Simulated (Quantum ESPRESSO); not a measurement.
# Sr(111), 5 layers: cutoff convergence, part 3 of 4

Aim: how far one choice must go before the vacuum level and the energy of Sr(111), 5 layers stand still, and what it costs.

Quantum ESPRESSO 7.5; plane-wave DFT, PBE, GBRV ultrasoft pseudopotentials.

So far. Step 5 (Ground state: ecutwfc 34 Ry, ecutrho 170 Ry): Counted from each run's own zero (the Fermi level), the vacuum level differs from the first run's by +3 meV.

### Step 6. Self-consistent run: ecutwfc 28 Ry, ecutrho 140 Ry

c4.in

```
&control
  prefix = 'c4'
  outdir = './out'
  pseudo_dir = './pseudo'
  calculation = 'scf'
  tprnfor = .true.
/
&system
  ibrav = 0
  nat = 5
  ntyp = 1
  ecutwfc = 28
  ecutrho = 140
  occupations = 'smearing'
  smearing = 'mv'
  degauss = 0.02
  assume_isolated = 'esm'
  esm_bc = 'bc1'
/
&electrons
  conv_thr = 1e-07
  mixing_beta = 0.4
  electron_maxstep = 120
  mixing_mode = 'local-TF'
/
ATOMIC_SPECIES
  Sr  87.6200  sr_pbe_v1.uspp.F.UPF
CELL_PARAMETERS angstrom
  4.29920922961421 0.00000000000000 0.00000000000000
  2.14960461480710 3.72322440903043 0.00000000000000
  0.00000000000000 0.00000000000000 30.04115854669170
ATOMIC_POSITIONS crystal
  Sr  0.666666666700 0.666666666700 -0.233698685836
  Sr  0.000000000000 0.000000000000 -0.116849342918
  Sr  0.333333333300 0.333333333300 0.000000000000
  Sr  0.666666666700 0.666666666700 0.116849342918
  Sr  0.000000000000 0.000000000000 0.233698685836
K_POINTS automatic
  6 6 1 0 0 0
```

On the command line:

```
OMP_NUM_THREADS=1 mpirun -n 4 pw.x -nk 2 -in c4.in > c4.out
```

What it wrote:

```text
[banner, memory and clock lines left out]
Program PWSCF v.7.5 starts
[...]
Message from routine setup:
[...]
number of electrons       =        50.00
     number of Kohn-Sham states=           30
     kinetic-energy cutoff     =      28.0000  Ry
     charge density cutoff     =     140.0000  Ry
[...]
number of k points=     7  Marzari-Vanderbilt smearing, width (Ry)=  0.0200
[...]
Dense  grid:    90921 G-vectors     FFT dimensions: (  36,  36, 216)
[...]
negative rho (up, down):  3.113E-01 0.000E+00
     Starting wfcs are   65 randomized atomic wfcs
[...]
negative rho (up, down):  3.135E-01 0.000E+00
[...]
estimated scf accuracy    <       0.73184176 Ry
[...]
negative rho (up, down):  3.187E-01 0.000E+00
[...]
estimated scf accuracy    <       0.42744677 Ry
[...]
negative rho (up, down):  3.237E-01 0.000E+00
[...]
estimated scf accuracy    <       0.03017396 Ry
[...]
negative rho (up, down):  3.233E-01 0.000E+00
[...]
estimated scf accuracy    <       0.04105827 Ry
[...]
negative rho (up, down):  3.244E-01 0.000E+00
[...]
estimated scf accuracy    <       0.02488946 Ry
[...]
negative rho (up, down):  3.293E-01 0.000E+00
[...]
estimated scf accuracy    <       0.01032658 Ry
[...]
negative rho (up, down):  3.278E-01 0.000E+00
[...]
estimated scf accuracy    <       0.00101243 Ry
[...]
negative rho (up, down):  3.276E-01 0.000E+00
[...]
estimated scf accuracy    <       0.00444970 Ry
[...]
negative rho (up, down):  3.285E-01 0.000E+00
[...]
estimated scf accuracy    <       0.00348182 Ry
[...]
negative rho (up, down):  3.275E-01 0.000E+00
[...]
estimated scf accuracy    <       0.00747386 Ry
[...]
negative rho (up, down):  3.277E-01 0.000E+00
[...]
estimated scf accuracy    <       0.00266422 Ry
[...]
negative rho (up, down):  3.278E-01 0.000E+00
[...]
estimated scf accuracy    <       0.00170085 Ry
[...]
negative rho (up, down):  3.277E-01 0.000E+00
[...]
estimated scf accuracy    <       0.00128264 Ry
[...]
negative rho (up, down):  3.280E-01 0.000E+00
[...]
estimated scf accuracy    <       0.00034306 Ry
[...]
negative rho (up, down):  3.277E-01 0.000E+00
[...]
estimated scf accuracy    <       0.00013318 Ry
[...]
negative rho (up, down):  3.279E-01 0.000E+00
[...]
estimated scf accuracy    <       0.00007062 Ry
[...]
negative rho (up, down):  3.278E-01 0.000E+00
[...]
estimated scf accuracy    <       0.00000485 Ry
[...]
negative rho (up, down):  3.279E-01 0.000E+00
[...]
estimated scf accuracy    <       0.00000829 Ry
[...]
negative rho (up, down):  3.280E-01 0.000E+00
[...]
estimated scf accuracy    <       0.00000251 Ry
[...]
negative rho (up, down):  3.279E-01 0.000E+00
[...]
estimated scf accuracy    <       0.00000050 Ry
[...]
negative rho (up, down):  3.279E-01 0.000E+00
[...]
estimated scf accuracy    <       0.00000084 Ry
[...]
negative rho (up, down):  3.279E-01 0.000E+00
[...]
estimated scf accuracy    <       0.00000041 Ry
[...]
negative rho (up, down):  3.279E-01 0.000E+00
[...]
the Fermi energy is    -2.6806 ev
!    total energy              =    -350.67369147 Ry
     estimated scf accuracy    <       0.00000001 Ry
     smearing contrib. (-TS)   =      -0.00533806 Ry
     internal energy E=F+TS    =    -350.66835341 Ry
[...]
one-electron contribution =    5852.59267142 Ry
     hartree contribution      =   -2936.04116158 Ry
     xc contribution           =     -90.53479441 Ry
     ewald contribution        =   -3176.68506884 Ry
     convergence has been achieved in  23 iterations
     negative rho (up, down):  3.279E-01 0.000E+00
[...]
Total force =     0.004251     Total SCF correction =     0.000159
[...]
```

It took 34 s on 4 MPI ranks of Intel Xeon Platinum 8488C (Sapphire Rapids), shared host; peak memory 0.6 GiB.

This step gave:

```
free energy                                                    : -4771.1586 eV
Fermi energy                                                   : -2.681 eV
vacuum line at the lower end of the cell, over the Fermi level : 2.681 eV
vacuum line at the upper end of the cell, over the Fermi level : 2.681 eV
```

The program's own clock; routines nest. Time by routine:

| routine | wall time (s) | calls |
| --- | --- | --- |
| PWSCF | 32.99 | 1 |
| electrons | 31.06 | 1 |
| c_bands | 20.21 | 23 |
| cegterg | 16.24 | 92 |
| h_psi | 11.99 | 727 |
| fftw | 10.1 | 19482 |
| vloc_psi | 9.79 | 727 |
| sum_band | 4.06 | 23 |
| mix_rho | 3.58 | 23 |
| newd | 1.99 | 24 |
| ffts | 1.77 | 2035 |
| calbec | 1.49 | 835 |
| init_run | 1.48 | 1 |
| v_of_rho | 1.2 | 24 |

Counted from each run's own zero (the Fermi level), the vacuum level differs from the first run's by -2 meV.

### Step 7. Ground state: ecutwfc 22 Ry, ecutrho 110 Ry

c5.in is the input of step 6 with these lines changed:

```diff
@@ -1,3 +1,3 @@
 &control
-  prefix = 'c4'
+  prefix = 'c5'
   outdir = './out'
@@ -11,4 +11,4 @@
   ntyp = 1
-  ecutwfc = 28
-  ecutrho = 140
+  ecutwfc = 22
+  ecutrho = 110
   occupations = 'smearing'
```

On the command line:

```
OMP_NUM_THREADS=1 mpirun -n 4 pw.x -nk 2 -in c5.in > c5.out
```

What it wrote:

```text
[banner, memory and clock lines left out]
Program PWSCF v.7.5 starts
[...]
Message from routine setup:
[...]
number of electrons       =        50.00
     number of Kohn-Sham states=           30
     kinetic-energy cutoff     =      22.0000  Ry
     charge density cutoff     =     110.0000  Ry
[...]
number of k points=     7  Marzari-Vanderbilt smearing, width (Ry)=  0.0200
[...]
Dense  grid:    63339 G-vectors     FFT dimensions: (  27,  27, 192)
[...]
negative rho (up, down):  3.376E-01 0.000E+00
     Starting wfcs are   65 randomized atomic wfcs
[...]
negative rho (up, down):  3.390E-01 0.000E+00
[...]
estimated scf accuracy    <       0.73406065 Ry
[...]
negative rho (up, down):  3.433E-01 0.000E+00
[...]
estimated scf accuracy    <       0.43747093 Ry
[...]
negative rho (up, down):  3.467E-01 0.000E+00
[...]
estimated scf accuracy    <       0.02995923 Ry
[...]
negative rho (up, down):  3.466E-01 0.000E+00
[...]
estimated scf accuracy    <       0.05549682 Ry
[...]
negative rho (up, down):  3.476E-01 0.000E+00
[...]
estimated scf accuracy    <       0.03442275 Ry
[...]
negative rho (up, down):  3.526E-01 0.000E+00
[...]
estimated scf accuracy    <       0.01759573 Ry
[...]
negative rho (up, down):  3.511E-01 0.000E+00
[...]
estimated scf accuracy    <       0.00128672 Ry
[...]
negative rho (up, down):  3.509E-01 0.000E+00
[...]
estimated scf accuracy    <       0.01061744 Ry
[...]
negative rho (up, down):  3.506E-01 0.000E+00
[...]
estimated scf accuracy    <       0.00955869 Ry
[...]
negative rho (up, down):  3.508E-01 0.000E+00
[...]
estimated scf accuracy    <       0.00770012 Ry
[...]
negative rho (up, down):  3.518E-01 0.000E+00
[...]
estimated scf accuracy    <       0.00545692 Ry
[...]
negative rho (up, down):  3.519E-01 0.000E+00
[...]
estimated scf accuracy    <       0.00077937 Ry
[...]
negative rho (up, down):  3.519E-01 0.000E+00
[...]
estimated scf accuracy    <       0.00045786 Ry
[...]
negative rho (up, down):  3.516E-01 0.000E+00
[...]
estimated scf accuracy    <       0.00069592 Ry
[...]
negative rho (up, down):  3.513E-01 0.000E+00
[...]
estimated scf accuracy    <       0.00011336 Ry
[...]
negative rho (up, down):  3.516E-01 0.000E+00
[...]
estimated scf accuracy    <       0.00051193 Ry
[...]
negative rho (up, down):  3.516E-01 0.000E+00
[...]
estimated scf accuracy    <       0.00011187 Ry
[...]
negative rho (up, down):  3.514E-01 0.000E+00
[...]
estimated scf accuracy    <       0.00007387 Ry
[...]
negative rho (up, down):  3.513E-01 0.000E+00
[...]
estimated scf accuracy    <       0.00002811 Ry
[...]
negative rho (up, down):  3.513E-01 0.000E+00
[...]
estimated scf accuracy    <       0.00002288 Ry
[...]
negative rho (up, down):  3.514E-01 0.000E+00
[...]
estimated scf accuracy    <       0.00000465 Ry
[...]
negative rho (up, down):  3.514E-01 0.000E+00
[...]
estimated scf accuracy    <       0.00000046 Ry
[...]
negative rho (up, down):  3.514E-01 0.000E+00
[...]
estimated scf accuracy    <       0.00000069 Ry
[...]
negative rho (up, down):  3.514E-01 0.000E+00
[...]
estimated scf accuracy    <       0.00000033 Ry
[...]
negative rho (up, down):  3.514E-01 0.000E+00
[...]
the Fermi energy is    -2.6796 ev
!    total energy              =    -350.67045293 Ry
     estimated scf accuracy    <       0.00000008 Ry
     smearing contrib. (-TS)   =      -0.00533295 Ry
     internal energy E=F+TS    =    -350.66511998 Ry
[...]
one-electron contribution =    5852.62189074 Ry
     hartree contribution      =   -2936.06787159 Ry
     xc contribution           =     -90.53407028 Ry
     ewald contribution        =   -3176.68506884 Ry
     convergence has been achieved in  25 iterations
     negative rho (up, down):  3.514E-01 0.000E+00
[...]
Total force =     0.003465     Total SCF correction =     0.001138
[...]
```

Wall time 29 s (4 MPI ranks); peak memory 0.41 GiB; 1.9 min of CPU time.

Read from the output:

```
free energy                                                    : -4771.1146 eV
Fermi energy                                                   : -2.680 eV
vacuum line at the lower end of the cell, over the Fermi level : 2.680 eV
vacuum line at the upper end of the cell, over the Fermi level : 2.680 eV
```

The program's own clock; routines nest. Time by routine:

```
     routine  wall time (s)  calls
       PWSCF          28.23      1
   electrons          26.33      1
     c_bands          17.22     25
     cegterg           13.7    100
       h_psi          10.72    713
        fftw            9.7  19884
    vloc_psi           9.18    713
    sum_band           3.73     25
     mix_rho            3.2     25
        ffts           1.75   2369
        newd           1.66     26
    init_run           1.42      1
      calbec           1.07    829
h_psi:calbec           0.81    713
```

Counted from each run's own zero (the Fermi level), the vacuum level differs from the first run's by -3 meV.

### Step 8. Ground state: ecutwfc 18 Ry, ecutrho 90 Ry

c6.in is the input of step 7 with these lines changed:

```diff
@@ -1,3 +1,3 @@
 &control
-  prefix = 'c5'
+  prefix = 'c6'
   outdir = './out'
@@ -11,4 +11,4 @@
   ntyp = 1
-  ecutwfc = 22
-  ecutrho = 110
+  ecutwfc = 18
+  ecutrho = 90
   occupations = 'smearing'
```

On the command line:

```
OMP_NUM_THREADS=1 mpirun -n 4 pw.x -nk 2 -in c6.in > c6.out
```

What it wrote:

```text
[banner, memory and clock lines left out]
Program PWSCF v.7.5 starts
[...]
Message from routine setup:
[...]
number of electrons       =        50.00
     number of Kohn-Sham states=           30
     kinetic-energy cutoff     =      18.0000  Ry
     charge density cutoff     =      90.0000  Ry
[...]
number of k points=     7  Marzari-Vanderbilt smearing, width (Ry)=  0.0200
[...]
Dense  grid:    46851 G-vectors     FFT dimensions: (  27,  27, 180)
[...]
negative rho (up, down):  3.246E-01 0.000E+00
     Starting wfcs are   65 randomized atomic wfcs
[...]
negative rho (up, down):  3.201E-01 0.000E+00
[...]
estimated scf accuracy    <       0.74262940 Ry
[...]
negative rho (up, down):  3.150E-01 0.000E+00
[...]
estimated scf accuracy    <       0.44230892 Ry
[...]
negative rho (up, down):  3.227E-01 0.000E+00
[...]
estimated scf accuracy    <       0.02986136 Ry
[...]
negative rho (up, down):  3.232E-01 0.000E+00
[...]
estimated scf accuracy    <       0.07111519 Ry
[...]
negative rho (up, down):  3.242E-01 0.000E+00
[...]
estimated scf accuracy    <       0.03169018 Ry
[...]
negative rho (up, down):  3.288E-01 0.000E+00
[...]
estimated scf accuracy    <       0.01993929 Ry
[...]
negative rho (up, down):  3.282E-01 0.000E+00
[...]
estimated scf accuracy    <       0.00508727 Ry
[...]
negative rho (up, down):  3.282E-01 0.000E+00
[...]
estimated scf accuracy    <       0.00304047 Ry
[...]
negative rho (up, down):  3.289E-01 0.000E+00
[...]
estimated scf accuracy    <       0.00249138 Ry
[...]
negative rho (up, down):  3.293E-01 0.000E+00
[...]
estimated scf accuracy    <       0.00207200 Ry
[...]
negative rho (up, down):  3.304E-01 0.000E+00
[...]
estimated scf accuracy    <       0.00541323 Ry
[...]
negative rho (up, down):  3.266E-01 0.000E+00
[...]
estimated scf accuracy    <       0.00996913 Ry
[...]
negative rho (up, down):  3.268E-01 0.000E+00
[...]
estimated scf accuracy    <       0.00015582 Ry
[...]
negative rho (up, down):  3.271E-01 0.000E+00
[...]
estimated scf accuracy    <       0.00011518 Ry
[...]
negative rho (up, down):  3.273E-01 0.000E+00
[...]
estimated scf accuracy    <       0.00007377 Ry
[...]
negative rho (up, down):  3.276E-01 0.000E+00
[...]
estimated scf accuracy    <       0.00003534 Ry
[...]
negative rho (up, down):  3.276E-01 0.000E+00
[...]
estimated scf accuracy    <       0.00000205 Ry
[...]
negative rho (up, down):  3.277E-01 0.000E+00
[...]
estimated scf accuracy    <       0.00000169 Ry
[...]
negative rho (up, down):  3.277E-01 0.000E+00
[...]
estimated scf accuracy    <       0.00000095 Ry
[...]
negative rho (up, down):  3.277E-01 0.000E+00
[...]
the Fermi energy is    -2.7313 ev
!    total energy              =    -350.63101642 Ry
     estimated scf accuracy    <       0.00000006 Ry
     smearing contrib. (-TS)   =      -0.00535053 Ry
     internal energy E=F+TS    =    -350.62566589 Ry
[...]
one-electron contribution =    5852.90292288 Ry
     hartree contribution      =   -2936.33010697 Ry
     xc contribution           =     -90.51341296 Ry
     ewald contribution        =   -3176.68506884 Ry
     convergence has been achieved in  20 iterations
     negative rho (up, down):  3.277E-01 0.000E+00
[...]
Total force =     0.005214     Total SCF correction =     0.000561
[...]
```

Run time: 15 s. Hardware: 4 MPI ranks; peak memory 0.41 GiB; 59 s of CPU time.

Read from the output:

| Quantity | Value |
| --- | --- |
| free energy | -4770.5780 eV |
| Fermi energy | -2.731 eV |
| vacuum line at the lower end of the cell, over the Fermi level | 2.731 eV |
| vacuum line at the upper end of the cell, over the Fermi level | 2.731 eV |

The program's own clock; routines nest. Time by routine:

```
     routine  wall time (s)  calls
       PWSCF          14.21      1
   electrons          12.87      1
     c_bands           8.54     20
     cegterg           6.91     80
       h_psi           5.07    567
        fftw            4.3  15674
    vloc_psi           4.16    567
    sum_band           1.66     20
     mix_rho           1.66     20
        ffts           1.15   1986
    init_run           1.12      1
      calbec           0.64    663
        newd           0.56     21
h_psi:calbec           0.48    567
```

Counted from each run's own zero (the Fermi level), the vacuum level differs from the first run's by +49 meV.

### Step 9. Self-consistent run: ecutwfc 40 Ry, ecutrho 160 Ry

c7.in is the input of step 8 with these lines changed:

```diff
@@ -1,3 +1,3 @@
 &control
-  prefix = 'c6'
+  prefix = 'c7'
   outdir = './out'
@@ -11,4 +11,4 @@
   ntyp = 1
-  ecutwfc = 18
-  ecutrho = 90
+  ecutwfc = 40
+  ecutrho = 160
   occupations = 'smearing'
```

On the command line:

```
OMP_NUM_THREADS=1 mpirun -n 4 pw.x -nk 2 -in c7.in > c7.out
```

What it wrote:

```text
[banner, memory and clock lines left out]
Program PWSCF v.7.5 starts
[...]
Message from routine setup:
[...]
number of electrons       =        50.00
     number of Kohn-Sham states=           30
     kinetic-energy cutoff     =      40.0000  Ry
     charge density cutoff     =     160.0000  Ry
[...]
number of k points=     7  Marzari-Vanderbilt smearing, width (Ry)=  0.0200
[...]
Dense  grid:   111073 G-vectors     FFT dimensions: (  36,  36, 240)
[...]
negative rho (up, down):  3.111E-01 0.000E+00
     Starting wfcs are   65 randomized atomic wfcs
[...]
negative rho (up, down):  3.124E-01 0.000E+00
[...]
estimated scf accuracy    <       0.73203923 Ry
[...]
negative rho (up, down):  3.164E-01 0.000E+00
[...]
estimated scf accuracy    <       0.43093078 Ry
[...]
negative rho (up, down):  3.192E-01 0.000E+00
[...]
estimated scf accuracy    <       0.03145267 Ry
[...]
negative rho (up, down):  3.194E-01 0.000E+00
[...]
estimated scf accuracy    <       0.02969785 Ry
[...]
negative rho (up, down):  3.207E-01 0.000E+00
[...]
estimated scf accuracy    <       0.01917852 Ry
[...]
negative rho (up, down):  3.253E-01 0.000E+00
[...]
estimated scf accuracy    <       0.00772811 Ry
[...]
negative rho (up, down):  3.241E-01 0.000E+00
[...]
estimated scf accuracy    <       0.00107625 Ry
[...]
negative rho (up, down):  3.238E-01 0.000E+00
[...]
estimated scf accuracy    <       0.00167714 Ry
[...]
negative rho (up, down):  3.245E-01 0.000E+00
[...]
estimated scf accuracy    <       0.00110145 Ry
[...]
negative rho (up, down):  3.238E-01 0.000E+00
[...]
estimated scf accuracy    <       0.00574748 Ry
[...]
negative rho (up, down):  3.239E-01 0.000E+00
[...]
estimated scf accuracy    <       0.00287596 Ry
[...]
negative rho (up, down):  3.241E-01 0.000E+00
[...]
estimated scf accuracy    <       0.00030258 Ry
[...]
negative rho (up, down):  3.242E-01 0.000E+00
[...]
estimated scf accuracy    <       0.00017571 Ry
[...]
negative rho (up, down):  3.249E-01 0.000E+00
[...]
estimated scf accuracy    <       0.00016522 Ry
[...]
negative rho (up, down):  3.247E-01 0.000E+00
[...]
estimated scf accuracy    <       0.00007812 Ry
[...]
negative rho (up, down):  3.244E-01 0.000E+00
[...]
estimated scf accuracy    <       0.00007478 Ry
[...]
negative rho (up, down):  3.239E-01 0.000E+00
[...]
estimated scf accuracy    <       0.00006524 Ry
[...]
negative rho (up, down):  3.240E-01 0.000E+00
[...]
estimated scf accuracy    <       0.00007805 Ry
[...]
negative rho (up, down):  3.241E-01 0.000E+00
[...]
estimated scf accuracy    <       0.00005421 Ry
[...]
negative rho (up, down):  3.241E-01 0.000E+00
[...]
estimated scf accuracy    <       0.00008323 Ry
[...]
negative rho (up, down):  3.244E-01 0.000E+00
[...]
estimated scf accuracy    <       0.00007147 Ry
[...]
negative rho (up, down):  3.243E-01 0.000E+00
[...]
estimated scf accuracy    <       0.00010220 Ry
[...]
negative rho (up, down):  3.243E-01 0.000E+00
[...]
estimated scf accuracy    <       0.00005813 Ry
[...]
negative rho (up, down):  3.243E-01 0.000E+00
[...]
estimated scf accuracy    <       0.00003572 Ry
[...]
negative rho (up, down):  3.243E-01 0.000E+00
[...]
estimated scf accuracy    <       0.00001336 Ry
[...]
negative rho (up, down):  3.240E-01 0.000E+00
[...]
estimated scf accuracy    <       0.00000666 Ry
[...]
negative rho (up, down):  3.241E-01 0.000E+00
[...]
estimated scf accuracy    <       0.00000605 Ry
[...]
negative rho (up, down):  3.242E-01 0.000E+00
[...]
estimated scf accuracy    <       0.00000113 Ry
[...]
negative rho (up, down):  3.241E-01 0.000E+00
[...]
estimated scf accuracy    <       0.00000085 Ry
[...]
negative rho (up, down):  3.241E-01 0.000E+00
[...]
estimated scf accuracy    <       0.00000012 Ry
[...]
negative rho (up, down):  3.241E-01 0.000E+00
[...]
the Fermi energy is    -2.6898 ev
!    total energy              =    -350.67592131 Ry
     estimated scf accuracy    <       0.00000006 Ry
     smearing contrib. (-TS)   =      -0.00534260 Ry
     internal energy E=F+TS    =    -350.67057871 Ry
[...]
one-electron contribution =    5852.60556472 Ry
     hartree contribution      =   -2936.05573916 Ry
     xc contribution           =     -90.53533543 Ry
     ewald contribution        =   -3176.68506884 Ry
     convergence has been achieved in  31 iterations
     negative rho (up, down):  3.241E-01 0.000E+00
[...]
Total force =     0.004341     Total SCF correction =     0.000724
[...]
```

Run time: 79 s. Hardware: 4 MPI ranks; peak memory 0.75 GiB; 5.2 min of CPU time.

Read from the output:

```
free energy                                                    : -4771.1890 eV
Fermi energy                                                   : -2.690 eV
vacuum line at the lower end of the cell, over the Fermi level : 2.690 eV
vacuum line at the upper end of the cell, over the Fermi level : 2.690 eV
```

The program's own clock; routines nest. Time by routine:

| routine | wall time (s) | calls |
| --- | --- | --- |
| PWSCF | 78.23 | 1 |
| electrons | 75.59 | 1 |
| c_bands | 47.52 | 31 |
| cegterg | 39.5 | 124 |
| h_psi | 29.67 | 994 |
| vloc_psi | 24.33 | 994 |
| fftw | 23.16 | 25336 |
| mix_rho | 13.38 | 31 |
| sum_band | 9.2 | 31 |
| ffts | 5.12 | 3049 |
| newd | 3.65 | 32 |
| calbec | 3.54 | 1134 |
| h_psi:calbec | 2.78 | 994 |
| add_vuspsi | 2.34 | 994 |

Counted from each run's own zero (the Fermi level), the vacuum level differs from the first run's by +7 meV.

(Part 3 of 4 ends here.)

[Logs are printed without paths, hosts, clocks, repeated set-up lines and the standing remarks that a program may print on its own settings, such as how far it seeks lower states.]

[Hosts, paths, dates, database ids (printed as entryN), source tags and the programs' standing remarks are cut or masked in the printed files.]

[Maps of the electrostatic potential energy from Ansatz leave out the sawtooth potential of an applied field or a dipole correction, so their vacuum need not be flat; planar profiles and work functions include it.]
